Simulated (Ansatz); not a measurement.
# Phonons of LuH2 (Fm-3m) against volume, part 2 of 2

Does LuH2 (Fm-3m) expand much on heating, by its phonons?

Ansatz 0.2.0; DFT PBEsol, scalar-relativistic, plane waves, PAW; PAW set soft_1.

So far, highest frequency on the path or at a solved wavevector (cm⁻¹): step 2 (response at finite wavevector) 1207; step 4 (phonons at the other volume, volume ratio 0.97) 1243.

## Step 5: Relaxing at another volume, volume ratio 1.03

The volume is scaled by 1.03 and held; symmetry leaves nothing to relax, so this is a single point. The modes can then be followed against volume.

Contents of input.yaml:

```yaml
crystal:
  lattice:
    - [0.0, 2.5033005167, 2.5033005167]
    - [2.5033005167, 0.0, 2.5033005167]
    - [2.5033005167, 2.5033005167, 0.0]
  atoms:
    - { symbol: Lu, position: [0.0, 0.0, 0.0] }
    - { symbol: H, position: [0.25, 0.25, 0.25] }
    - { symbol: H, position: [0.75, 0.75, 0.75] }
kpoints:
  mp_grid: { grid: [16, 16, 16] }
hamiltonian:
  xc: pbesol
  pseudopotentials: { kind: paw, azcp: { folder: soft_1 }, xc_functional: pbe }
scf:
  occupations: { method: methfessel_paxton, width: 0.2 }
output:
  forces: true
  stress: true
  eigenvalues: true
```

Run with:

```bash
$ ansatz run input.yaml --threads 4 --pin off --max-ram 10240MiB --backend cpu --events-out ev --progress --plain --runs-dir out
```

Numbers of over 12 decimals in the logs are rounded to 6 here.

What it wrote:

```text
[...]
Crystal: 3 atoms, lattice volume = 31.374 Å³
Basis set: ecut = 420 eV, 609 PW (Γ), exchange–correlation on 48×48×48 points (8 copies of the dense FFT grid, shifted against one another)
Bands: 18, of which v1, the nominal top of the filled ones, is band 14 counted from 1 (13 counted from 0)
Symmetry: 48 space group operations
[...]
k-points: 145 of 4096
[...]
--- Band table (eV; the first three rows and the last of 145) ---
  k-point 0: bands = [... 10 lower, 8.5585, 8.5585, 12.9598, 14.7369, 14.7369, 14.7369, 17.6174, 17.6174]
  k-point 1: bands = [... 10 lower, 8.5553, 8.5586, 12.4615, 14.7903, 14.7903, 15.3437, 17.5498, 17.5498]
  k-point 2: bands = [... 10 lower, 8.5464, 8.5589, 11.6514, 14.9291, 14.9291, 16.4569, 17.4008, 17.4008]
  k-point 144: bands = [... 10 lower, 8.5246, 8.9037, 8.9037, 12.2440, 15.0758, 19.4842, 19.9191, 19.9191]
[key lines of the parts left out:]
SCF converged after 9 iterations
Free energy (F): -14645.559896 eV
Fermi energy:    13.355206 eV
P = ⅓ Tr σ = -2.7472 GPa (-27.472 kbar)
```

It took 2 s on 4 threads of Arm Neoverse V1, shared host; peak memory 0.37 GiB.

Numbers from this step:

```yaml
pressure: -2.747 GPa
volume_per_atom: 10.46 Å³
```

The run ends at a pressure of -2.75 GPa.

## Step 6: Phonons at the other volume, volume ratio 1.03

The phonons are repeated at this volume on the same k and q meshes.

Changes to input.yaml since step 5:

```diff
@@ -17,4 +17,11 @@
 output:
-  forces: true
-  stress: true
   eigenvalues: true
+phonons:
+  method: dfpt
+  qmesh: [4, 4, 4]
+  temperatures: { t_max: 1000, t_step: 50 }
+  qpath:
+    path:
+      - [[0.0, 0.0, 0.0], [0.5, 0.0, 0.5], [0.625, 0.25, 0.625]]
+      - [[0.375, 0.375, 0.75], [0.0, 0.0, 0.0], [0.5, 0.5, 0.5], [0.5, 0.25, 0.75], [0.5, 0.0, 0.5]]
+    npoints: 10
```

What it wrote:

```text
[...]
Crystal: 3 atoms, lattice volume = 31.374 Å³
Basis set: ecut = 420 eV, 609 PW (Γ), exchange–correlation on 48×48×48 points (8 copies of the dense FFT grid, shifted against one another)
Bands: 18, of which v1, the nominal top of the filled ones, is band 14 counted from 1 (13 counted from 0)
Symmetry: 48 space group operations
k-points: 145 of 4096
[...]
k-point 144: bands = [... 10 lower, 8.5242, 8.9035, 8.9035, 12.2440, 15.0758, 19.4843, 19.9191, 19.9191]
[...]
ASR residual: 1.600e-5 → 0.000e0 eV/Å²; symmetrization residual: 2.955e-7 eV/Å²
  ASR residual per site (eV/Å²): 1.60e-5 1.37e-6 1.37e-6
  Γ frequencies (cm⁻¹): 0.00 0.00 0.00 957.77 957.77 957.77 1171.61 1171.61 1171.61
--- Phonons (arbitrary-q DFPT): 8 irreducible q on the 4×4×4 mesh ---
[...]
interpolated dispersion: 62 rows × 9 modes
[...]
[key lines of the parts left out:]
SCF converged after 12 iterations
Free energy (F): -14645.559896 eV
Fermi energy:    13.355207 eV
```

Elapsed: 9.4 min, on 4 threads; peak memory 5.3 GiB.

This step gave:

```yaml
sum_rule_residual_before_enforcement: 1.60e-5 eV/Å²
highest_frequency_on_the_path_or_at_a_solved_wavevector: 1172 cm⁻¹
mean_frequency: 739.9 cm⁻¹
debye_temperature_second_moment: 1612 K
logarithmic_mean_frequency: 481.2 cm⁻¹
highest_optical_mode_at_the_zone_centre_no_lo_to_term: 1172 cm⁻¹
lowest_optical_zone_centre_mode: 957.8 cm⁻¹
lowest_mode_on_the_q_mesh_acoustic_modes_at_gamma_apart: 62.44 cm⁻¹
zero_point_energy_per_atom: 137.6 meV
heat_capacity_at_300_k: 10.88 J/(mol atoms K)
vibrational_entropy_at_300_k: 15.19 J/(mol atoms K)
edges_of_the_widest_gap_between_branches_on_path_and_mesh: 156.5, 957.8 cm⁻¹
```

Frequencies (cm⁻¹) solved at each irreducible wavevector; negative means imaginary. Frequencies by wavevector, by row:

```tsv
q in reciprocal lattice units	star	mode 1	mode 2	mode 3	mode 4	mode 5	mode 6	mode 7	mode 8	mode 9
0 0 0	1	0	0	0	957.8	957.8	957.8	1172	1172	1172
0 0 0.25	8	62.4	62.4	104.5	972.7	972.7	1044	1111	1143	1143
0 0 -0.5	4	86	86	124.5	999.2	999.2	1014	1101	1101	1114
0 0.25 0.25	6	83.3	83.3	108.5	977	977	1064	1080	1135	1135
0 0.25 -0.5	24	95.9	106.2	125.5	998.8	1006	1013	1078	1098	1137
0 0.25 -0.25	12	81.9	112.9	117	974.9	1009	1041	1096	1104	1126
0 -0.5 -0.5	3	112.2	112.2	156.5	987.6	1042	1042	1082	1082	1146
0.25 -0.5 -0.25	6	94.3	136.6	136.6	970.6	1040	1058	1060	1060	1171
```

The highest optical mode at the zone centre (no LO-TO term) is 1171.6 cm⁻¹, -35.1 cm⁻¹ against the base run.

## Step 7: Grüneisen parameters

The Grüneisen parameter of a mode is minus the logarithmic change of its frequency with volume, −d ln ω / d ln V; weighted by heat capacity it gives the expansion.

This step gave:

| Property | Result |
| --- | --- |
| bulk modulus | 98.6 GPa |

The phonon branches at the labelled points (cm⁻¹):

```tsv
point	branch 1	branch 2	branch 3	branch 4	branch 5	branch 6	branch 7	branch 8	branch 9
Γ	0	0	0	997	997	997	1207	1207	1207
halfway	86	86	112	1016	1016	1101	1117	1170	1170
X	116	116	162	1025	1082	1082	1115	1115	1180
halfway	113	118	156	1020	1078	1087	1108	1110	1185
U	106	120	143	1020	1062	1095	1100	1101	1191
jump to K	106	120	143	1020	1062	1095	1100	1101	1191
halfway	68	97	114	1004	1027	1106	1121	1163	1175
Γ	0	0	0	997	997	997	1207	1207	1207
halfway	63	63	109	1011	1011	1081	1146	1179	1179
L	87	87	130	1035	1035	1050	1139	1139	1148
halfway	92	112	128	1036	1038	1057	1112	1128	1173
W	96	141	141	1010	1080	1092	1097	1097	1204
halfway	105	126	153	1016	1081	1086	1102	1108	1192
X	116	116	162	1025	1082	1082	1115	1115	1180
```

The same for volume x 0.97:

```tsv
point	branch 1	branch 2	branch 3	branch 4	branch 5	branch 6	branch 7	branch 8	branch 9
Γ	0	0	0	1038	1038	1038	1243	1243	1243
X	120	120	169	1064	1124	1124	1148	1148	1215
U	108	124	148	1060	1101	1130	1137	1141	1226
K	108	124	148	1060	1101	1130	1137	1141	1226
Γ	0	0	0	1038	1038	1038	1243	1243	1243
L	88	88	136	1071	1071	1087	1178	1178	1185
W	98	146	146	1051	1120	1128	1134	1134	1238
X	120	120	169	1064	1124	1124	1148	1148	1215
```

The same for volume x 1.03:

```tsv
point	branch 1	branch 2	branch 3	branch 4	branch 5	branch 6	branch 7	branch 8	branch 9
Γ	0	0	0	958	958	958	1172	1172	1172
X	112	112	156	988	1042	1042	1082	1082	1146
U	103	116	138	981	1023	1061	1061	1066	1159
K	103	116	138	981	1023	1061	1061	1066	1159
Γ	0	0	0	958	958	958	1172	1172	1172
L	86	86	124	999	999	1014	1101	1101	1114
W	94	137	137	971	1040	1058	1060	1060	1171
X	112	112	156	988	1042	1042	1082	1082	1146
```

The first set of phonon branches as a text plot (rows in cm⁻¹):

```
   1217 |***                      *********              *****
   1166 |  **************************     ***************     ***
   1114 |      ******************            *** ****************
   1062 |   *** **************** ***      ***  ******************
   1010 |********   ********************************** **********
    958 |
    907 |
    855 |
    803 |
    751 |
    699 |
    648 |
    596 |
    544 |
    492 |
    440 |
    389 |
    337 |
    285 |
    233 |
    181 |           ****                                      ***
    130 |      ******************           *********************
     78 |  *******         **********    *********************
     26 |***                      *********
         Γ           X  U|K            Γ         L        W     X
```

Mode Grueneisen parameter -dln(w)/dln(V), modes matched by rank; at Γ the acoustic branches take the value of a neighbouring point of the path. Mode grüneisen parameters along the path, in :

```tsv
point	branch 1	branch 2	branch 3	branch 4	branch 5	branch 6	branch 7	branch 8	branch 9
Γ	0.84	0.84	1.17	1.33	1.33	1.33	0.99	0.99	0.99
halfway	0.88	0.88	1.23	1.30	1.30	1.12	1.11	1.02	1.02
X	1.09	1.09	1.24	1.24	1.26	1.26	0.99	0.99	0.97
halfway	1.03	1.06	1.23	1.26	1.25	1.25	1.03	1.01	0.95
U	0.87	1.04	1.21	1.28	1.23	1.05	1.16	1.14	0.94
jump to K	0.87	1.04	1.21	1.28	1.23	1.05	1.16	1.14	0.94
halfway	0.27	0.98	1.33	1.28	1.25	1.13	1.09	1.07	1.01
Γ	0.32	0.79	1.27	1.33	1.33	1.33	0.99	0.99	0.99
halfway	0.47	0.47	1.38	1.29	1.29	1.18	1.04	1.03	1.03
L	0.48	0.48	1.41	1.16	1.16	1.17	1.13	1.13	1.03
halfway	0.62	0.95	1.30	1.20	1.23	1.14	1.13	1.14	0.97
W	0.68	1.13	1.13	1.32	1.23	1.07	1.12	1.12	0.92
halfway	0.92	1.07	1.22	1.28	1.25	1.23	1.05	1.03	0.94
X	1.09	1.09	1.24	1.24	1.26	1.26	0.99	0.99	0.97
```

The mode Grüneisen parameters as a text plot (rows in , shown from 0.3 to 1.4 only):

```
   1.37 |                                   *      **
   1.33 |******                *************         *   ****
   1.28 |  *   **       **** ** ******** ****         * *    **
   1.24 |   *  ************ ***** **    * *  **       **  *******
   1.19 |  ****  *        ***  *           **  **  *******  **
   1.15 |**  ** *        *********           ***************
   1.10 |      *     **  * ******              **      *****    *
   1.06 |   *** ***** ******    **          *****       * *******
   1.01 | ******* *** ***      ******    ****    ****  *      ***
   0.97 |***     *  ****    *** *   *****            ***      ***
   0.92 |       *       ****     *                      ******
   0.88 |      *          *       **
   0.83 |**  **                     *                *       *
   0.79 |  **                        ***                    *
   0.75 |                  *
   0.70 |                                           *    ***
   0.66 |                                              **
   0.61 |                                          *  *
   0.57 |                   *           *            *
   0.52 |                                         * *
   0.48 |                                ** *  *****
   0.43 |                    **            * **
   0.39 |
   0.34 |                      *     ***
         Γ           X  U|K            Γ         L        W     X
```

(dS/dlnV)/C_V. The thermodynamic Grueneisen parameter by temperature:

```tsv
temperature (K)	thermodynamic Grueneisen parameter
50	0.881
100	0.931
150	0.944
200	0.956
250	0.975
300	0.995
350	1.01
400	1.02
450	1.04
500	1.04
550	1.05
600	1.05
650	1.05
700	1.06
750	1.06
800	1.06
850	1.06
900	1.06
950	1.06
1000	1.07
```

Gamma C_V/(B V) at the static volume. Table of volume expansion by temperature:

```tsv
temperature (K)	volume expansion (1e-6/K)
50	6
100	10.6
150	12.0
200	13.2
250	15.0
300	17.5
350	20.2
400	22.9
450	25.4
500	27.6
550	29.6
600	31.3
650	32.7
700	34.0
750	35.1
800	36.0
850	36.8
900	37.5
950	38.1
1000	38.7
```

## Step 8: Summary of results

| Property | Result |
| --- | --- |
| bulk modulus | 98.6 GPa |
| thermodynamic Grüneisen parameter at 300 K | 0.995 |
| volume expansion at 300 K, estimated | 17.47 × 10⁻⁶ K⁻¹ |

In words: By this estimate the volume grows by 17.5 × 10⁻⁶ per kelvin at 300 K. The highest optical mode at Γ goes from 1243 to 1172 cm⁻¹ as the cell grows, a Grüneisen parameter of 0.99. Mode parameters on the path run from 0.26 to 1.4, with a median of 1.1. Branches are matched by rank, so values near crossings are rough. The expansion is the Grüneisen estimate at the static volume, with the static bulk modulus. With no gap, or one that is small against the smearing, the frequencies hang on the k mesh and the smearing, most of all near Kohn anomalies. The phonon runs are without spin polarisation, although the cell has an odd electron count. Spin-orbit coupling is left out, which can matter for the heavy elements here. The PAW files were made for PBE and serve the other functionals too. A phonon run warned that its eigensolver left some bands unconverged in a pass.

[Logs are printed without paths, hosts, clocks, repeated set-up lines and the standing remarks that a program may print on its own settings, such as how far it seeks lower states.]

[Hosts, paths, dates, database ids (printed as entryN), source tags and the programs' standing remarks are cut or masked in the printed files.]
